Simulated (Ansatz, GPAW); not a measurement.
# A 4-layer slab of Sr(110): simulated STM images, part 2 of 2

Wanted: filled- and empty-state images of a 4-layer slab of Sr(110), with its work function.

GPAW 26.7.0 and Ansatz 0.2.0; Ansatz plane waves; slab in vacuum with a dipole correction, relaxation (the session's first sound run).

So far, upper work function (eV): step 2 (relaxation, PBE) 2.57; step 3 (plane waves, PBE) 2.57.

**4. A second plane-wave code**

A second program with its own datasets checks the number independently.

This step: Ansatz plane waves; slab in vacuum with a dipole correction (Ansatz 0.2.0).

File input.yaml:

```yaml
crystal:
  lattice:
    - [6.08, 0.0, 0.0]
    - [0.0, 4.2992092296, 0.0]
    - [0.0, 0.0, 22.4488138444]
  atoms:
    - { symbol: Sr, position: [0.5, 0.5, 0.3563662675] }
    - { symbol: Sr, position: [0.0, 0.0, 0.4521220892] }
    - { symbol: Sr, position: [0.5, 0.5, 0.5416847923] }
    - { symbol: Sr, position: [0.0, 0.0, 0.6361300611] }
kpoints:
  mp_grid: { grid: [5, 7, 1] }
hamiltonian:
  xc: pbe
scf:
  occupations: { method: fermi_dirac, width: 0.1 }
efield:
  axis: 3
  dipole_correction: true
  ramp_width: 0.05
output:
  forces: true
  band_densities: [{ e_range: [-1.0, 0] }, { e_range: [0, 1.0] }]
  write_potential: true
  write_density: true
  volumetric_format: npy
  elf: true
```

On the command line:

```console
ansatz run input.yaml --threads 4 --pin off --max-ram 8192MiB --backend cpu --events-out ev --progress --plain --runs-dir out
```

It took 6.8 s on 4 threads of Intel Xeon Platinum 8488C (Sapphire Rapids), shared host; peak memory 0.89 GiB.

This step gave:

- upper work function: 2.564 eV
- lower work function: 2.563 eV
- dipole along the normal: -2.52e-4 e·Å
- dipole field: -7.78e-5 V/Å
- vacuum level above: 2.967 eV
- vacuum level below: 2.965 eV
- corrugation e range -1 0 3.5: 0.7106 Å
- decay e range -1 0: 0.8651 Å⁻¹
- apparent barrier e range -1 0: 2.851 eV, hbar² kappa² / 2m (holds the in-plane momentum too)
- corrugation e range 0 1 3.5: 0.8332 Å
- decay e range 0 1: 0.7010 Å⁻¹
- apparent barrier e range 0 1: 1.872 eV, hbar² kappa² / 2m (holds the in-plane momentum too)

Electrostatic potential energy of an electron (with the applied field's), less the Fermi level, planar mean against z:

| z (Å) | electrostatic potential energy of an electron (with the applied field's), less the Fermi level, planar mean (eV) |
| --- | --- |
| 0.0 | 2.56 |
| 0.5 | 2.56 |
| 1.0 | 2.56 |
| 1.5 | 2.56 |
| 2.0 | 2.56 |
| 2.5 | 2.56 |
| 3.0 | 2.56 |
| 3.5 | 2.56 |
| 4.0 | 2.55 |
| 4.5 | 2.53 |
| 5.0 | 2.47 |
| 5.5 | 2.35 |
| 6.0 | 2.08 |
| 6.5 | 1.48 |
| 7.0 | 0.175 |
| 7.5 | -3.82 |
| 8.0 | -8.19 |
| 8.5 | -4.19 |
| 9.0 | -1.02 |
| 9.5 | -2.41 |
| 10.0 | -7.36 |
| 10.5 | -5.69 |
| 11.0 | -1.54 |
| 11.5 | -2.49 |
| 12.0 | -7.34 |
| 12.5 | -5.73 |
| 13.0 | -1.37 |
| 13.5 | -1.78 |
| 14.0 | -6.67 |
| 14.5 | -7.05 |
| 15.0 | -1.44 |
| 15.5 | 0.882 |
| 16.0 | 1.80 |
| 16.5 | 2.23 |
| 17.0 | 2.42 |
| 17.5 | 2.50 |
| 18.0 | 2.54 |
| 18.5 | 2.55 |
| 19.0 | 2.56 |
| 19.5 | 2.56 |
| 20.0 | 2.56 |
| 20.5 | 2.56 |
| 21.0 | 2.56 |
| 21.5 | 2.56 |
| 22.0 | 2.56 |

The valence density, planar mean oscillates, so the rows of the table below give means over windows of 2.1 Å about each position, cut where the curve ends. Its maxima inside the range that stand out by 2 % of the span (Å: e/Å³): 8.0: 0.258, 10.1: 0.268, 12.2: 0.268, 14.3: 0.258. Its minima: 9.1: 0.0777, 11.2: 0.0940, 13.2: 0.0803.

The valence density, planar mean by z; means over each step:

| z (Å) | valence density, planar mean (e/Å³) |
| --- | --- |
| 1.05 | 2.2e-6 |
| 3.15 | 9.9e-5 |
| 5.25 | 0.00321 |
| 7.35 | 0.136 |
| 9.45 | 0.178 |
| 11.55 | 0.191 |
| 13.65 | 0.177 |
| 15.75 | 0.0427 |
| 17.85 | 9.0e-4 |
| 19.95 | 2.2e-5 |

E_range_-1_0. The planar mean of the window's density by height over the top atom:

| height over the top atom (Å) | planar mean of the window's density (e/Å³) |
| --- | --- |
| 1.50 | 0.00629 |
| 1.70 | 0.00523 |
| 1.90 | 0.00423 |
| 2.10 | 0.00334 |
| 2.30 | 0.00258 |
| 2.50 | 0.00195 |
| 2.70 | 0.00145 |
| 2.90 | 0.00107 |
| 3.10 | 7.8e-4 |
| 3.30 | 5.6e-4 |
| 3.50 | 4.0e-4 |
| 3.70 | 2.9e-4 |
| 3.90 | 2.0e-4 |
| 4.10 | 1.4e-4 |
| 4.30 | 1.0e-4 |
| 4.50 | 7.1e-5 |
| 4.70 | 4.9e-5 |
| 4.90 | 3.4e-5 |
| 5.10 | 2.4e-5 |
| 5.30 | 1.7e-5 |
| 5.50 | 1.1e-5 |
| 5.70 | 7.9e-6 |
| 5.90 | 5.5e-6 |
| 6.10 | 3.8e-6 |
| 6.30 | 2.6e-6 |
| 6.50 | 1.9e-6 |
| 6.70 | 1.3e-6 |
| 6.90 | 9.5e-7 |

Density over a1 and a2. Constant height 3.5 Å over the top atom, window e_range_-1_0.

Ten even steps from '0' (2.07 × 1e-4 e/Å³) to '9' (6.29 × 1e-4 e/Å³), each cell a mean:
```
999877654321110001122345678899
999877554321110001122345678899
999876553321100001112345678899
999876543321100000112345678899
998876543221100000112344667899
998876543221000000112334567889
998876543211000000112234567889
988776543211000000012234567889
888766543211000000011234567788
888766543211000000011234567788
888766443211000000011234567788
888766543211000000011234567788
888766543211000000011234567788
988776543211000000012234567888
998876543211000000012234567889
998876543211000000112234567889
998876543221100000112344667899
999876543321100000112345677899
999876543321100001112345678899
999877554321110001122345678899
999877654321110001122345678899
999877654321110001122345678899
```
Columns: a1 from 0 to 0.978; rows upwards: a2 from 0 to 0.967.

Tip height over the top atom over a1 and a2. Constant current at the density 4.018e-04 e/Å^3, window e_range_-1_0.

Values in Å, 12 rows by 16 columns, each cell a mean:
```
3.75 3.72 3.66 3.58 3.47 3.36 3.25 3.19 3.17 3.22 3.32 3.43 3.54 3.64 3.70 3.74
3.74 3.71 3.66 3.57 3.46 3.35 3.24 3.17 3.16 3.21 3.30 3.42 3.53 3.63 3.70 3.74
3.73 3.70 3.64 3.56 3.45 3.32 3.21 3.14 3.13 3.18 3.28 3.40 3.52 3.62 3.69 3.72
3.72 3.69 3.63 3.54 3.43 3.30 3.18 3.11 3.10 3.15 3.26 3.38 3.50 3.60 3.67 3.71
3.71 3.68 3.62 3.53 3.41 3.28 3.16 3.08 3.06 3.12 3.23 3.37 3.49 3.59 3.66 3.70
3.71 3.68 3.62 3.52 3.40 3.27 3.15 3.06 3.05 3.11 3.22 3.36 3.48 3.59 3.66 3.70
3.71 3.68 3.62 3.52 3.41 3.27 3.15 3.07 3.05 3.11 3.23 3.36 3.48 3.59 3.66 3.70
3.71 3.69 3.62 3.53 3.42 3.29 3.17 3.09 3.08 3.13 3.24 3.37 3.49 3.59 3.67 3.71
3.72 3.70 3.64 3.55 3.44 3.31 3.20 3.12 3.11 3.16 3.27 3.39 3.51 3.61 3.68 3.72
3.73 3.71 3.65 3.56 3.45 3.33 3.22 3.15 3.14 3.19 3.29 3.41 3.53 3.62 3.69 3.73
3.74 3.72 3.66 3.58 3.47 3.35 3.25 3.18 3.17 3.22 3.31 3.43 3.54 3.63 3.70 3.74
3.75 3.72 3.66 3.58 3.48 3.36 3.26 3.19 3.18 3.23 3.32 3.44 3.55 3.64 3.70 3.74
```
Columns: a1 from 0 to 0.978; rows upwards: a2 from 0 to 0.967.

E_range_0_1. Planar mean of the window's density against height over the top atom:

| height over the top atom (Å) | planar mean of the window's density (e/Å³) |
| --- | --- |
| 1.50 | 0.0209 |
| 1.70 | 0.0176 |
| 1.90 | 0.0146 |
| 2.10 | 0.0119 |
| 2.30 | 0.00955 |
| 2.50 | 0.00755 |
| 2.70 | 0.00590 |
| 2.90 | 0.00457 |
| 3.10 | 0.00352 |
| 3.30 | 0.00269 |
| 3.50 | 0.00205 |
| 3.70 | 0.00156 |
| 3.90 | 0.00118 |
| 4.10 | 8.9e-4 |
| 4.30 | 6.7e-4 |
| 4.50 | 5.0e-4 |
| 4.70 | 3.8e-4 |
| 4.90 | 2.8e-4 |
| 5.10 | 2.1e-4 |
| 5.30 | 1.5e-4 |
| 5.50 | 1.1e-4 |
| 5.70 | 8.4e-5 |
| 5.90 | 6.1e-5 |
| 6.10 | 4.4e-5 |
| 6.30 | 3.2e-5 |
| 6.50 | 2.3e-5 |
| 6.70 | 1.6e-5 |
| 6.90 | 1.1e-5 |

Density over a1 and a2. Constant height 3.5 Å over the top atom, window e_range_0_1.

Values in units of 1e-3 e/Å³, 12 rows by 16 columns, each cell a mean:
```
2.4 2.3 2.1 1.9 1.7 1.4 1.3 1.2 1.2 1.2 1.4 1.6 1.8 2.1 2.2 2.4
2.6 2.5 2.3 2.0 1.7 1.5 1.3 1.2 1.2 1.3 1.4 1.6 1.9 2.2 2.4 2.5
2.8 2.7 2.5 2.2 1.9 1.6 1.4 1.3 1.3 1.3 1.5 1.8 2.1 2.4 2.7 2.8
3.1 3.0 2.7 2.4 2.0 1.7 1.4 1.3 1.3 1.4 1.6 1.9 2.2 2.6 2.9 3.1
3.4 3.2 2.9 2.5 2.1 1.8 1.5 1.4 1.3 1.4 1.7 2.0 2.4 2.8 3.1 3.3
3.5 3.3 3.0 2.6 2.2 1.8 1.5 1.4 1.4 1.5 1.7 2.0 2.4 2.8 3.2 3.4
3.4 3.3 3.0 2.6 2.2 1.8 1.5 1.4 1.4 1.5 1.7 2.0 2.4 2.8 3.2 3.4
3.3 3.1 2.8 2.5 2.1 1.7 1.5 1.3 1.3 1.4 1.6 1.9 2.3 2.7 3.0 3.2
3.0 2.9 2.6 2.3 1.9 1.6 1.4 1.3 1.3 1.4 1.6 1.8 2.2 2.5 2.8 3.0
2.7 2.6 2.4 2.1 1.8 1.6 1.4 1.2 1.2 1.3 1.5 1.7 2.0 2.3 2.6 2.7
2.5 2.4 2.2 2.0 1.7 1.5 1.3 1.2 1.2 1.3 1.4 1.6 1.9 2.1 2.3 2.5
2.4 2.3 2.1 1.9 1.6 1.4 1.3 1.2 1.2 1.2 1.4 1.6 1.8 2.0 2.2 2.3
```
Columns: a1 from 0 to 0.978; rows upwards: a2 from 0 to 0.967.

Tip height over the top atom over a1 and a2. Constant current at the density 2.051e-03 e/Å^3, window e_range_0_1.

Values in Å, 12 rows by 16 columns, each cell a mean:
```
3.61 3.59 3.53 3.44 3.33 3.21 3.11 3.04 3.03 3.08 3.17 3.29 3.40 3.50 3.57 3.61
3.66 3.63 3.57 3.48 3.37 3.25 3.14 3.06 3.05 3.10 3.21 3.33 3.45 3.54 3.61 3.65
3.73 3.70 3.64 3.55 3.43 3.30 3.18 3.10 3.09 3.15 3.25 3.38 3.51 3.61 3.68 3.72
3.78 3.75 3.69 3.60 3.48 3.35 3.22 3.14 3.13 3.19 3.30 3.43 3.56 3.66 3.74 3.78
3.82 3.80 3.73 3.64 3.52 3.38 3.25 3.17 3.15 3.22 3.34 3.47 3.60 3.70 3.78 3.82
3.84 3.81 3.75 3.66 3.54 3.40 3.27 3.18 3.17 3.23 3.35 3.49 3.62 3.72 3.80 3.84
3.84 3.81 3.75 3.65 3.53 3.39 3.26 3.18 3.16 3.23 3.35 3.49 3.61 3.72 3.79 3.83
3.81 3.78 3.72 3.63 3.51 3.37 3.24 3.16 3.14 3.21 3.32 3.46 3.59 3.69 3.76 3.80
3.76 3.73 3.67 3.58 3.46 3.33 3.21 3.12 3.11 3.17 3.28 3.41 3.54 3.64 3.71 3.75
3.70 3.67 3.61 3.52 3.41 3.28 3.16 3.09 3.07 3.13 3.24 3.36 3.48 3.58 3.65 3.69
3.64 3.61 3.55 3.46 3.35 3.23 3.12 3.05 3.04 3.09 3.19 3.31 3.43 3.52 3.59 3.63
3.60 3.58 3.52 3.43 3.32 3.21 3.10 3.03 3.02 3.07 3.17 3.28 3.39 3.49 3.56 3.60
```
Columns: a1 from 0 to 0.978; rows upwards: a2 from 0 to 0.967.

Band density in the ca plane at fractional y = 0.000, with atoms of Sr within 0.2 Å of it.

Ten steps, logarithmic in the rise over the least value, from '0' (0.00 × 1e-2 Å⁻³) to '9' (4.36 × 1e-2 Å⁻³), each cell a mean:
```
00001122345566666789976777765799866554321000
00001123345566776689867777776688666554321000
00001223455667777777777777777777666554321000
00001234456677777777777777888877766543211000
00011234566777777778888888888887765543211000
00012245567788887778888888888877665433210000
00012345677888887778888888888777655432110000
00012345677888887778888888888777655432110000
00012345677888887778888888888777655432110000
00012345667788887778888888888877665432210000
00011234567777777778888888888877765443210000
00011234556777777778888888888887766543211000
00001233456667777777777777887777766543221000
00001123445666776678777777777677666554321000
00001123345566666789866777775689766554321000
00001122344566666789976777765799966554321000
```
Columns run along c (16.0 Å, from fractional 0.15 to 0.86 of the cell), rows up along a (6.1 Å). Atoms in or near the plane, at fractional coordinates: Sr at (0.45, 0.00), Sr at (0.64, 0.00).

Band density in the ca plane at fractional y = 0.000, with atoms of Sr within 0.2 Å of it.

Ten steps, logarithmic in the rise over the least value, from '0' (0.00 Å⁻³) to '9' (0.12 Å⁻³), each cell a mean:
```
00011234455666778997888777777779976544321100
00012234556667777888888888888889876544321100
00112334566777777776778888888777765544321100
00112345667777777766677888888766665543321100
00122345677788777766677888887766655443221000
00123456678888777766677788887766655433211000
00123456778888777766666777777766554433211000
01123456788888777666666677777766554432211000
00123456778888777666666777777766554432211000
00123456778888777766667778877766555433211000
00123455677888777766677788887766655443211000
00112345667777777766677888888766655543221000
00112344566777777766678888888766665543321100
00012234556677777777788888888888876544321100
00011234455667778998888888888889976544321100
00011233455666778985887777777659975544322100
```
Columns run along c (16.0 Å, from fractional 0.15 to 0.86 of the cell), rows up along a (6.1 Å). Atoms in or near the plane, at fractional coordinates: Sr at (0.45, 0.00), Sr at (0.64, 0.00).

ELF in the ca plane at fractional y = 0.000, with atoms of Sr within 0.2 Å of it. It is the smooth field of the valence electrons, not physical close to the nuclei.

Ten even steps from '0' (0.00) to '9' (0.85), each cell a mean:
```
00000000112221016974894022149847971012211000
00000000122332103899971133127999841012210000
00000001234444211367521245212576310122210000
00000012345666531111112466531111001222100000
00000123566777654322234566664321122321100000
00001135677777666555566555677654443221000000
00001246788776666666666544567766543210000000
00001246788766666666665444567766543210000000
00001246788766666666665544567766543210000000
00001235778776666666666555677765543211000000
00000134667777665433455566666533333321000000
00000123456666642111123566642111111222100000
00000012334555421133211355411233100122110000
00000001123343102699841144114899620022210000
00000000112232015998983123138989961012210000
00000000011221017941794122149715972012211000
```
Columns run along c (16.0 Å, from fractional 0.15 to 0.86 of the cell), rows up along a (6.1 Å). Atoms in or near the plane, at fractional coordinates: Sr at (0.45, 0.00), Sr at (0.64, 0.00).

The upper face's work function is 2.564 eV, against 2.566 eV in the first plane-wave PBE run at this geometry.

**5. Side by side**

Results and costs are gathered.

This step: comparison of work functions, dipole and cost (GPAW 26.7.0).

Ladder, by row:

| step | code | work function, upper (eV) | work function, lower (eV) | dipole (e Å) | wall time (s) | peak memory (GiB) | threads |
| --- | --- | --- | --- | --- | --- | --- | --- |
| pw | GPAW | 2.567 | 2.565 | -2.89e-4 | 228.7 | 0.48 | 1 |
| ansatz | Ansatz | 2.564 | 2.563 | -2.52e-4 | 6.78 | 0.889 | 4 |

**6. A changed run**

One more run, with changed settings.

This step: GPAW, PAW setups; slab in vacuum (GPAW 26.7.0).

File run.py:

```python
import json
import numpy as np
from ase import Atoms
from gpaw import GPAW, PW

slab = Atoms(
    ['Sr', 'Sr', 'Sr', 'Sr'],
    positions=[
        [3.04000, 2.14960, 8.00000],
        [0.00000, 0.00000, 10.14960],
        [3.04000, 2.14960, 12.16018],
        [-0.00000, 0.00000, 14.28037]],
    cell=[[6.08, 0.0, 0.0], [0.0, 4.29921, 0.0], [0.0, 0.0, 22.44881]],
    pbc=[True, True, False])

slab.calc = GPAW(mode=PW(400), xc='PBE', kpts={'size': (1, 1, 1), 'gamma': True},
                 occupations={'name': 'fermi-dirac', 'width': 0.1}, nbands='140%',
                 convergence={'density': 1e-05}, maxiter=50,
                 poissonsolver={'dipolelayer': 'xy'},
                 symmetry={'tolerance': 1e-3}, txt='slab.txt')
result = {}
energy = slab.get_potential_energy()
fermi = slab.calc.get_fermi_level()
v = slab.calc.get_electrostatic_potential().mean((0, 1)) - fermi
n = slab.calc.get_pseudo_density().mean((0, 1))
L = slab.cell[2, 2]
z = np.arange(len(v)) * L / len(v)
low, high = slab.positions[:, 2].min(), slab.positions[:, 2].max()
below, above = np.interp([low - 5.8, high + 5.8], z, v)
slopes = [np.interp(x, z, np.gradient(v, z)) for x in (low - 5.8, high + 5.8)]
eps = np.array([[slab.calc.get_eigenvalues(k, s) for k in range(len(slab.calc.get_ibz_k_points()))]
                for s in range(slab.calc.get_number_of_spins())]) - fermi
top, bottom = eps[eps < 0].max(), eps[eps > 0].min()
dipole = slab.get_dipole_moment()[2]
print(f'energy {energy:.4f} eV, Fermi level {fermi:.4f} eV, dipole {dipole:.5f} e A')
print(f'potential 5.8 A off the faces, from the Fermi level: lower {below:.4f} eV, upper {above:.4f} eV')
print(f'slope of the potential there: lower {slopes[0]:.5f}, upper {slopes[1]:.5f} eV/A')
print(f'nearest levels on the mesh: {top:.4f} and {bottom:.4f} eV')
print('magnetic moment', round(slab.get_magnetic_moment(), 3))
result.update(energy=energy, fermi=fermi, dipole=dipole, below=below, above=above, slopes=slopes, edges=[top, bottom],
              z=z.tolist(), v=v.tolist(), n=n.tolist(), positions=slab.positions.tolist(),
              forces=slab.get_forces(apply_constraint=False).tolist(), moments=slab.get_magnetic_moments().tolist())
json.dump(result, open('result.json', 'w'))
```

On the command line:

```console
OMP_NUM_THREADS=1 OPENBLAS_NUM_THREADS=1 python run.py
```

The job ended after 9.3 s (1 thread; peak memory 0.22 GiB).

The run finished. A setting was moved off its sound value on purpose, so it serves as a test and not as the result.

The fault put into the input: one k-point (kpts = [1, 1]).

Side by side:

| quantity | this run | sound run | difference |
| --- | --- | --- | --- |
| upper work function (eV) | 3.2830 | 2.5665 | 0.717 |
| lower work function (eV) | 3.2849 | 2.5646 | 0.720 |

The two runs differ clearly in the lower work function: 3.28 eV against 2.56 eV.

**7. Summary of results**

| Quantity | Value |
| --- | --- |
| work function, both faces | 2.57 eV |
| dipole along the normal | -2.9e-4 e Å, near the numerical noise |
| corrugation at -1 V | 0.723 Å |
| corrugation at 1 V | 0.842 Å |

The corrugation at constant current is largest at 1 V, where the tip height varies by 0.84 Å over the cell. Negative sample bias images filled states, positive bias empty ones. The two plane-wave codes differ by 0.0021 eV on the upper face. The images are of Tersoff-Hamann type: an s-wave tip, no tip-sample forces, heights closer than in a microscope. Ansatz gives corrugations of 0.71 Å at -1 V (GPAW 0.72) and 0.83 Å at 1 V (GPAW 0.84). GPAW's time includes a further run over the whole zone for the images, so the two times are not like for like. The small printed dipole stands for a step of 2.0 meV from the lower to the upper face, and the probes find 1.9 meV; values this small are near the numerical noise of both. The slab is only 6.3 Å thick between its outer nuclei, so the values belong to this film more than to the surface of the bulk metal. The in-plane lattice was kept as typed, which isn't the functional's own and leaves some strain; spin-orbit coupling and temperature are left out.

[Logs are printed without paths, hosts, clocks, repeated set-up lines and the standing remarks that a program may print on its own settings, such as how far it seeks lower states.]

[Hosts, paths, dates, database ids (printed as entryN), source tags and the programs' standing remarks are cut or masked in the printed files.]
